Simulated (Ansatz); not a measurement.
# Fe chain started as a zigzag under tension and compression, part 3 of 4

Wanted: energy, moment and open channels of the Fe chain started as a zigzag from 12 % compression to 30 % stretch.

Ansatz 0.2.0; DFT PBE, plane waves, PAW; relaxation of a chain's period (the session's first sound run).

So far, conductance of the lead as this run defines it (G₀): step 4 (the chain at a fixed length, period over the relaxed period …) 3.50; step 6 (other starting moments, period over the relaxed period 0.92 …) 3.50; step 8 (other starting moments, period over the relaxed period 0.96 …) 3.00.

## (9) Strain along the wire, period over the relaxed period 1, k-mesh 1×1×32

This step: DFT PBE, plane waves, PAW; relaxation at a fixed period (Ansatz 0.2.0).

The period is set to 1.0 times the relaxed one and the atoms relax within it, as the point of reference.

input.yaml

```yaml
crystal:
  lattice:
    - [9.0, 0.0, 0.0]
    - [0.0, 7.5, 0.0]
    - [0.0, 0.0, 2.5273762382]
  atoms:
    - { symbol: Fe, position: [0.397558147, 0.5, 0.0], spin: 2.79 }
    - { symbol: Fe, position: [0.602441853, 0.5, 0.5], spin: 2.79 }
magnetization:
  spin_polarized: true
kpoints:
  mp_grid: { grid: [1, 1, 32] }
scf:
  occupations: { method: fermi_dirac, width: 0.05 }
hamiltonian:
  xc: pbe
relax:
  max_steps: 40
```

Started as:

```sh
> ansatz run input.yaml --threads 4 --pin off --max-ram 8192MiB --backend cpu --events-out ev --progress --plain --runs-dir out
```

Numbers of over 12 decimals in the logs are rounded to 6 here.

Log:

```text
[...]
Crystal: 2 atoms, lattice volume = 170.598 Å³
Basis set: ecut = 420 eV, 3347 PW (Γ), exchange–correlation on 128×108×36 points (8 copies of the dense FFT grid, shifted against one another)
Bands: 23, of which v1, the nominal top of the filled ones, is band 16 counted from 1 (15 counted from 0)
Symmetry: 8 space group operations
[...]
k-points: 17 of 32
[...]
--- Forces (eV/Å), atoms counted from 1 ---
  atom   1  Fe    -0.00055808    -0.00000000    -0.00000000
  atom   2  Fe     0.00055808     0.00000000     0.00000000
  max |Σ_I F_I| component: 0.00e0 eV/Å
--- Relaxed structure (3 steps of the walk, 3 accepted, 0 SCFs on fresh bases) ---
  F+E_penalty+E_count = -8956.46217811 eV   max|allowed force component| = 5.581e-4 eV/Å
  atoms:
    - { symbol: Fe, position: [0.397411, 0.500000, 0] }
    - { symbol: Fe, position: [0.602589, 0.500000, 0.500000] }
[key lines of the parts left out:]
SCF converged after 5 iterations
Magnetization: 6.3489 μB (19.1744 up, 12.8256 down)
Free energy (F): -8956.462178 eV
Fermi energy:    -0.754628 eV
```

It took 5.5 s on 4 threads of Arm Neoverse V2, shared host; peak memory 0.49 GiB; 20 s of CPU time.

Hardly anything moved in the relaxation; the energy changed by under 0.2 meV an atom.

## (10) At a set period, period over the relaxed period 1, k-mesh 1×1×32

This step: DFT PBE, plane waves, PAW; channels and complex bands of a perfect chain (Ansatz 0.2.0).

The period is set to 1.0 times the relaxed one, as the point of reference.

input.yaml, the sections that differ from step 9:

```yaml
crystal:
  lattice:
    - [9.0, 0.0, 0.0]
    - [0.0, 7.5, 0.0]
    - [0.0, 0.0, 2.5273762382]
  atoms:
    - { symbol: Fe, position: [0.397411048, 0.5, 0.0], spin: 2.8 }
    - { symbol: Fe, position: [0.602588952, 0.5, 0.5], spin: 2.8 }
output:
  transmission:
    e_range: [-2, 2]
    de: 0.035
    kmesh: [1, 1]
    reduced_basis: true
    leads: [[0, 0]]
  stress: true
# magnetization, kpoints, scf, hamiltonian: as in step 9
# relax: removed
```

Log:

```text
[...]
Crystal: 2 atoms, lattice volume = 170.598 Å³
Basis set: ecut = 420 eV, 3347 PW (Γ)
Bands: 23, of which v1, the nominal top of the filled ones, is band 16 counted from 1 (15 counted from 0)
Symmetry: 8 space group operations
[...]
k-points: 17 of 32
[...]
Starting moments: Σ|m| = 5.6 μB on 2 of 2 sites
[...]
--- Transmission ---
  basis      : 595 plane waves across, 4 finite elements along
  points     : 1, standing for a mesh of 1 x 1
[...]
crystal 0  : Fe2, at the sites [0, 0], period 2.5274 Å: whole cells are its period
[...]
filled         : 13.1 meV over the level at which it is neutral
    channels       : 2.000000e0 up, 3.000000e0 down
[...]
[key lines of the parts left out:]
SCF converged after 10 iterations
Magnetization: 6.3489 μB (19.1744 up, 12.8256 down)
Free energy (F): -8956.462171 eV
Fermi energy:    -0.754589 eV
P = ⅓ Tr σ = -0.0306 GPa (-0.306 kbar)
```

Elapsed: 73 s, on 4 threads; peak memory 0.84 GiB; 4.4 min of CPU time.

At the computed energy nearest the Fermi level there are 2 spin-up and 3 spin-down channels, and the thermal average gives 2.51 G₀.

## (11) Strain along the wire, period over the relaxed period 1.04, k-mesh 1×1×31

This step: DFT PBE, plane waves, PAW; relaxation at a fixed period (Ansatz 0.2.0).

The period is set to 1.04 times the relaxed one and the atoms relax within it: the two rows can move towards or away from each other, so bond angles take up part of the strain.

The cell differs from the one that the last finished run ended in (c 2.527 → 2.628 Å).

input.yaml, the sections that differ from step 10:

```yaml
crystal:
  lattice:
    - [9.0, 0.0, 0.0]
    - [0.0, 7.5, 0.0]
    - [0.0, 0.0, 2.6284712877]
  atoms:
    - { symbol: Fe, position: [0.397558147, 0.5, 0.0], spin: 2.79 }
    - { symbol: Fe, position: [0.602441853, 0.5, 0.5], spin: 2.79 }
kpoints:
  mp_grid: { grid: [1, 1, 31] }
relax:
  max_steps: 40
# magnetization, scf, hamiltonian: as in step 10
# output: removed
```

Log:

```text
[...]
Crystal: 2 atoms, lattice volume = 177.422 Å³
Basis set: ecut = 420 eV, 3499 PW (Γ), exchange–correlation on 128×108×36 points (8 copies of the dense FFT grid, shifted against one another)
Bands: 23, of which v1, the nominal top of the filled ones, is band 16 counted from 1 (15 counted from 0)
Symmetry: 8 space group operations
[...]
k-points: 16 of 31
[...]
atom   1  Fe    -0.00575568    -0.00000000     0.00000000
  atom   2  Fe     0.00575568     0.00000000    -0.00000000
  max |Σ_I F_I| component: 8.67e-19 eV/Å
--- Relaxed structure (4 steps of the walk, 4 accepted, 0 SCFs on fresh bases) ---
  F+E_penalty+E_count = -8956.43049522 eV   max|allowed force component| = 5.756e-3 eV/Å
  atoms:
    - { symbol: Fe, position: [0.399189, 0.500000, -3.0992626065799344e-19] }
    - { symbol: Fe, position: [0.600811, 0.500000, 0.500000] }
[key lines of the parts left out:]
SCF converged after 2 iterations
Magnetization: 6.4122 μB (19.2061 up, 12.7939 down)
Free energy (F): -8956.430495 eV
Fermi energy:    -0.828844 eV
```

Run time: 6.4 s. Hardware: 4 threads; peak memory 0.49 GiB.

The relaxation ends 2.2 meV an atom lower, with a largest force component of 0.0058 eV/Å.

## (12) At a set period, period over the relaxed period 1.04, k-mesh 1×1×31

This step: DFT PBE, plane waves, PAW; channels and complex bands of a perfect chain (Ansatz 0.2.0).

The period is set to 1.04 times the relaxed one: the two rows can move towards or away from each other, so bond angles take up part of the strain.

input.yaml, the sections that differ from step 11:

```yaml
crystal:
  lattice:
    - [9.0, 0.0, 0.0]
    - [0.0, 7.5, 0.0]
    - [0.0, 0.0, 2.6284712877]
  atoms:
    - { symbol: Fe, position: [0.3991887148, 0.5, 0.0], spin: 2.82 }
    - { symbol: Fe, position: [0.6008112852, 0.5, 0.5], spin: 2.82 }
output:
  transmission:
    e_range: [-2, 2]
    de: 0.035
    kmesh: [1, 1]
    reduced_basis: true
    leads: [[0, 0]]
  stress: true
# magnetization, kpoints, scf, hamiltonian: as in step 11
# relax: removed
```

Log:

```text
[...]
Crystal: 2 atoms, lattice volume = 177.422 Å³
Basis set: ecut = 420 eV, 3499 PW (Γ)
Bands: 23, of which v1, the nominal top of the filled ones, is band 16 counted from 1 (15 counted from 0)
Symmetry: 8 space group operations
[...]
k-points: 16 of 31
[...]
Starting moments: Σ|m| = 5.64 μB on 2 of 2 sites
[...]
--- Transmission ---
  basis      : 595 plane waves across, 4 finite elements along
  points     : 1, standing for a mesh of 1 x 1
[...]
crystal 0  : Fe2, at the sites [0, 0], period 2.6285 Å: whole cells are its period
[...]
filled         : 3.8 meV over the level at which it is neutral
    channels       : 2.000000e0 up, 3.000000e0 down
[...]
[key lines of the parts left out:]
SCF converged after 10 iterations
Magnetization: 6.4121 μB (19.2061 up, 12.7939 down)
Free energy (F): -8956.430499 eV
Fermi energy:    -0.828866 eV
P = ⅓ Tr σ = -0.4822 GPa (-4.822 kbar)
```

Elapsed: 70 s, on 4 threads; peak memory 0.83 GiB; 4.1 min of CPU time.

At the computed energy nearest the Fermi level there are 2 spin-up and 3 spin-down channels, and the thermal average gives 2.50 G₀. The change of length costs 0.032 eV a cell and leaves an absolute moment of 6.69 μB a cell.

## (13) At a strained period, period over the relaxed period 1.08, k-mesh 1×1×30

This step: DFT PBE, plane waves, PAW; relaxation at a fixed period (Ansatz 0.2.0).

The period is set to 1.08 times the relaxed one and the atoms relax within it: the two rows can move towards or away from each other, so bond angles take up part of the strain.

The cell differs from the one that the last finished run ended in (c 2.628 → 2.730 Å).

input.yaml, the sections that differ from step 12:

```yaml
crystal:
  lattice:
    - [9.0, 0.0, 0.0]
    - [0.0, 7.5, 0.0]
    - [0.0, 0.0, 2.7295663373]
  atoms:
    - { symbol: Fe, position: [0.397558147, 0.5, 0.0], spin: 2.79 }
    - { symbol: Fe, position: [0.602441853, 0.5, 0.5], spin: 2.79 }
kpoints:
  mp_grid: { grid: [1, 1, 30] }
relax:
  max_steps: 40
# magnetization, scf, hamiltonian: as in step 12
# output: removed
```

Log:

```text
[...]
Crystal: 2 atoms, lattice volume = 184.246 Å³
Basis set: ecut = 420 eV, 3655 PW (Γ), exchange–correlation on 128×108×40 points (8 copies of the dense FFT grid, shifted against one another)
Bands: 23, of which v1, the nominal top of the filled ones, is band 16 counted from 1 (15 counted from 0)
Symmetry: 8 space group operations
[...]
k-points: 16 of 30
[...]
--- Forces (eV/Å), atoms counted from 1 ---
  atom   1  Fe     0.00183560     0.00000000     0.00000000
  atom   2  Fe    -0.00183560     0.00000000     0.00000000
  max |Σ_I F_I| component: 2.17e-19 eV/Å
--- Relaxed structure (4 steps of the walk, 4 accepted, 0 SCFs on fresh bases) ---
  F+E_penalty+E_count = -8956.34891704 eV   max|allowed force component| = 1.836e-3 eV/Å
  atoms:
    - { symbol: Fe, position: [0.400727, 0.5, 0.0] }
    - { symbol: Fe, position: [0.599273, 0.5, 0.5] }
[key lines of the parts left out:]
SCF converged after 6 iterations
Magnetization: 6.4637 μB (19.2318 up, 12.7682 down)
Free energy (F): -8956.348917 eV
Fermi energy:    -0.897820 eV
```

Wall time 7.1 s (4 threads); peak memory 0.5 GiB.

The relaxation ends 8.3 meV an atom lower, with a largest force component of 0.0018 eV/Å.

## (14) At a set period, period over the relaxed period 1.08, k-mesh 1×1×30

This step: DFT PBE, plane waves, PAW; channels and complex bands of a perfect chain (Ansatz 0.2.0).

The period is set to 1.08 times the relaxed one: the two rows can move towards or away from each other, so bond angles take up part of the strain.

input.yaml, the sections that differ from step 13:

```yaml
crystal:
  lattice:
    - [9.0, 0.0, 0.0]
    - [0.0, 7.5, 0.0]
    - [0.0, 0.0, 2.7295663373]
  atoms:
    - { symbol: Fe, position: [0.4007270752, 0.5, 0.0], spin: 2.85 }
    - { symbol: Fe, position: [0.5992729248, 0.5, 0.5], spin: 2.85 }
output:
  transmission:
    e_range: [-2, 2]
    de: 0.035
    kmesh: [1, 1]
    reduced_basis: true
    leads: [[0, 0]]
  stress: true
# magnetization, kpoints, scf, hamiltonian: as in step 13
# relax: removed
```

Log:

```text
[...]
Crystal: 2 atoms, lattice volume = 184.246 Å³
Basis set: ecut = 420 eV, 3655 PW (Γ)
Bands: 23, of which v1, the nominal top of the filled ones, is band 16 counted from 1 (15 counted from 0)
Symmetry: 8 space group operations
[...]
k-points: 16 of 30
[...]
Starting moments: Σ|m| = 5.7 μB on 2 of 2 sites
[...]
--- Transmission ---
  basis      : 595 plane waves across, 4 finite elements along
  points     : 1, standing for a mesh of 1 x 1
[...]
crystal 0  : Fe2, at the sites [0, 0], period 2.7296 Å: whole cells are its period
[...]
filled         : 0.4 meV over the level at which it is neutral
    channels       : 2.000000e0 up, 3.000000e0 down
[...]
[key lines of the parts left out:]
SCF converged after 10 iterations
Magnetization: 6.4636 μB (19.2318 up, 12.7682 down)
Free energy (F): -8956.348940 eV
Fermi energy:    -0.897774 eV
P = ⅓ Tr σ = -0.8024 GPa (-8.024 kbar)
```

It took 66 s on 4 threads; peak memory 0.81 GiB; 3.9 min of CPU time.

At the computed energy nearest the Fermi level there are 2 spin-up and 3 spin-down channels, and the thermal average gives 2.50 G₀. The change of length costs 0.115 eV a cell and leaves an absolute moment of 6.75 μB a cell.

## (15) At a strained period, period over the relaxed period 1.13, k-mesh 1×1×29

This step: DFT PBE, plane waves, PAW; relaxation at a fixed period (Ansatz 0.2.0).

The period is set to 1.13 times the relaxed one and the atoms relax within it: the two rows can move towards or away from each other, so bond angles take up part of the strain.

The cell differs from the one that the last finished run ended in (c 2.730 → 2.856 Å).

input.yaml, the sections that differ from step 14:

```yaml
crystal:
  lattice:
    - [9.0, 0.0, 0.0]
    - [0.0, 7.5, 0.0]
    - [0.0, 0.0, 2.8559351492]
  atoms:
    - { symbol: Fe, position: [0.397558147, 0.5, 0.0], spin: 2.79 }
    - { symbol: Fe, position: [0.602441853, 0.5, 0.5], spin: 2.79 }
kpoints:
  mp_grid: { grid: [1, 1, 29] }
relax:
  max_steps: 40
# magnetization, scf, hamiltonian: as in step 14
# output: removed
```

Log:

```text
[...]
Crystal: 2 atoms, lattice volume = 192.776 Å³
Basis set: ecut = 420 eV, 3771 PW (Γ), exchange–correlation on 128×108×40 points (8 copies of the dense FFT grid, shifted against one another)
Bands: 23, of which v1, the nominal top of the filled ones, is band 16 counted from 1 (15 counted from 0)
Symmetry: 8 space group operations
[...]
k-points: 15 of 29
[...]
--- Forces (eV/Å), atoms counted from 1 ---
  atom   1  Fe     0.00019253     0.00000000     0.00000000
  atom   2  Fe    -0.00019253    -0.00000000     0.00000000
  max |Σ_I F_I| component: 0.00e0 eV/Å
--- Relaxed structure (5 steps of the walk, 5 accepted, 0 SCFs on fresh bases) ---
  F+E_penalty+E_count = -8956.20103908 eV   max|allowed force component| = 1.925e-4 eV/Å
  atoms:
    - { symbol: Fe, position: [0.402706, 0.500000, 0.0] }
    - { symbol: Fe, position: [0.597294, 0.500000, 0.5] }
[key lines of the parts left out:]
SCF converged after 6 iterations
Magnetization: 6.5051 μB (19.2526 up, 12.7474 down)
Free energy (F): -8956.201039 eV
Fermi energy:    -0.982429 eV
```

Elapsed: 8.5 s, on 4 threads; peak memory 0.51 GiB; 32 s of CPU time.

The relaxation ends 20 meV an atom lower, with a largest force component of 1.9e-4 eV/Å.

## (16) The chain at a fixed length, period over the relaxed period 1.13, k-mesh 1×1×29

This step: DFT PBE, plane waves, PAW; channels and complex bands of a perfect chain (Ansatz 0.2.0).

The period is set to 1.13 times the relaxed one: the two rows can move towards or away from each other, so bond angles take up part of the strain.

input.yaml, the sections that differ from step 15:

```yaml
crystal:
  lattice:
    - [9.0, 0.0, 0.0]
    - [0.0, 7.5, 0.0]
    - [0.0, 0.0, 2.8559351492]
  atoms:
    - { symbol: Fe, position: [0.4027061538, 0.5, 0.0], spin: 2.88 }
    - { symbol: Fe, position: [0.5972938462, 0.5, 0.5], spin: 2.88 }
output:
  transmission:
    e_range: [-2, 2]
    de: 0.035
    kmesh: [1, 1]
    reduced_basis: true
    leads: [[0, 0]]
  stress: true
# magnetization, kpoints, scf, hamiltonian: as in step 15
# relax: removed
```

Log:

```text
[...]
Crystal: 2 atoms, lattice volume = 192.776 Å³
Basis set: ecut = 420 eV, 3771 PW (Γ)
Bands: 23, of which v1, the nominal top of the filled ones, is band 16 counted from 1 (15 counted from 0)
Symmetry: 8 space group operations
[...]
k-points: 15 of 29
[...]
Starting moments: Σ|m| = 5.76 μB on 2 of 2 sites
[...]
--- Transmission ---
  basis      : 595 plane waves across, 4 finite elements along
  points     : 1, standing for a mesh of 1 x 1
[...]
crystal 0  : Fe2, at the sites [0, 0], period 2.8559 Å: whole cells are its period
[...]
filled         : 1.9 meV over the level at which it is neutral
    channels       : 2.000000e0 up, 3.000000e0 down
[...]
[key lines of the parts left out:]
SCF converged after 10 iterations
Magnetization: 6.5051 μB (19.2525 up, 12.7475 down)
Free energy (F): -8956.201078 eV
Fermi energy:    -0.982457 eV
P = ⅓ Tr σ = -1.0475 GPa (-10.475 kbar)
```

It took 51 s on 4 threads; peak memory 0.69 GiB.

The open channels of the lead by energy, zero at the Fermi level:

```tsv
energy (eV)	spin up	spin down
-2.000	1	2
-1.790	4	2
-1.615	3	2
-1.405	0	2
-1.195	2	0
-0.985	2	0
-0.810	3	4
-0.600	3	3
-0.390	2	2
-0.215	2	3
-0.005	2	3
0.205	2	3
0.415	2	3
0.590	2	3
0.800	2	1
1.010	3	6
1.185	3	5
1.395	3	4
1.605	3	3
1.815	4	4
```

At the computed energy nearest the Fermi level there are 2 spin-up and 3 spin-down channels, and the thermal average gives 2.50 G₀. The change of length costs 0.263 eV a cell and leaves an absolute moment of 6.81 μB a cell.

## (17) Strain along the wire, period over the relaxed period 1.2, k-mesh 1×1×27

This step: DFT PBE, plane waves, PAW; relaxation at a fixed period (Ansatz 0.2.0).

The period is set to 1.2 times the relaxed one and the atoms relax within it: the two rows can move towards or away from each other, so bond angles take up part of the strain.

The cell differs from the one that the last finished run ended in (c 2.856 → 3.033 Å).

input.yaml, the sections that differ from step 16:

```yaml
crystal:
  lattice:
    - [9.0, 0.0, 0.0]
    - [0.0, 7.5, 0.0]
    - [0.0, 0.0, 3.0328514859]
  atoms:
    - { symbol: Fe, position: [0.397558147, 0.5, 0.0], spin: 2.79 }
    - { symbol: Fe, position: [0.602441853, 0.5, 0.5], spin: 2.79 }
kpoints:
  mp_grid: { grid: [1, 1, 27] }
relax:
  max_steps: 40
# magnetization, scf, hamiltonian: as in step 16
# output: removed
```

Log:

```text
[...]
Crystal: 2 atoms, lattice volume = 204.717 Å³
Basis set: ecut = 420 eV, 3973 PW (Γ), exchange–correlation on 128×108×48 points (8 copies of the dense FFT grid, shifted against one another)
Bands: 23, of which v1, the nominal top of the filled ones, is band 16 counted from 1 (15 counted from 0)
Symmetry: 8 space group operations
[...]
k-points: 14 of 27
[...]
--- Forces (eV/Å), atoms counted from 1 ---
  atom   1  Fe    -0.00060208     0.00000000     0.00000000
  atom   2  Fe     0.00060208     0.00000000     0.00000000
  max |Σ_I F_I| component: 1.08e-19 eV/Å
--- Relaxed structure (5 steps of the walk, 5 accepted, 0 SCFs on fresh bases) ---
  F+E_penalty+E_count = -8955.94594602 eV   max|allowed force component| = 6.021e-4 eV/Å
  atoms:
    - { symbol: Fe, position: [0.405580, 0.5, 0.0] }
    - { symbol: Fe, position: [0.594420, 0.5, 0.500000] }
[key lines of the parts left out:]
SCF converged after 2 iterations
Magnetization: 6.5563 μB (19.2781 up, 12.7219 down)
Free energy (F): -8955.945946 eV
Fermi energy:    -1.094696 eV
```

Wall time 8.3 s (4 threads); peak memory 0.53 GiB.

The relaxation ends 44 meV an atom lower, with a largest force component of 6.0e-4 eV/Å.

## (18) At a set period, period over the relaxed period 1.2, k-mesh 1×1×27

This step: DFT PBE, plane waves, PAW; channels and complex bands of a perfect chain (Ansatz 0.2.0).

The period is set to 1.2 times the relaxed one: the two rows can move towards or away from each other, so bond angles take up part of the strain.

input.yaml, the sections that differ from step 17:

```yaml
crystal:
  lattice:
    - [9.0, 0.0, 0.0]
    - [0.0, 7.5, 0.0]
    - [0.0, 0.0, 3.0328514859]
  atoms:
    - { symbol: Fe, position: [0.4055804697, 0.5, 0.0], spin: 2.91 }
    - { symbol: Fe, position: [0.5944195303, 0.5, 0.5], spin: 2.91 }
output:
  transmission:
    e_range: [-2, 2]
    de: 0.035
    kmesh: [1, 1]
    reduced_basis: true
    leads: [[0, 0]]
  stress: true
# magnetization, kpoints, scf, hamiltonian: as in step 17
# relax: removed
```

Log:

```text
[...]
Crystal: 2 atoms, lattice volume = 204.717 Å³
Basis set: ecut = 420 eV, 3973 PW (Γ)
Bands: 23, of which v1, the nominal top of the filled ones, is band 16 counted from 1 (15 counted from 0)
Symmetry: 8 space group operations
[...]
k-points: 14 of 27
[...]
Starting moments: Σ|m| = 5.82 μB on 2 of 2 sites
[...]
--- Transmission ---
  basis      : 595 plane waves across, 4 finite elements along
  points     : 1, standing for a mesh of 1 x 1
[...]
crystal 0  : Fe2, at the sites [0, 0], period 3.0329 Å: whole cells are its period
[...]
filled         : 0.2 meV under the level at which it is neutral
    channels       : 2.000000e0 up, 3.000000e0 down
[...]
[key lines of the parts left out:]
SCF converged after 10 iterations
Magnetization: 6.5562 μB (19.2781 up, 12.7219 down)
Free energy (F): -8955.945991 eV
Fermi energy:    -1.094767 eV
P = ⅓ Tr σ = -1.1842 GPa (-11.842 kbar)
```

Run time: 55 s. Hardware: 4 threads; peak memory 0.68 GiB; 3.3 min of CPU time.

At the computed energy nearest the Fermi level there are 2 spin-up and 3 spin-down channels, and the thermal average gives 2.50 G₀. The change of length costs 0.522 eV a cell and leaves an absolute moment of 6.86 μB a cell.

[end of part 3 of 4]

[Logs are printed without paths, hosts, clocks, repeated set-up lines and the standing remarks that a program may print on its own settings, such as how far it seeks lower states.]

[Hosts, paths, dates, database ids (printed as entryN), source tags and the programs' standing remarks are cut or masked in the printed files.]
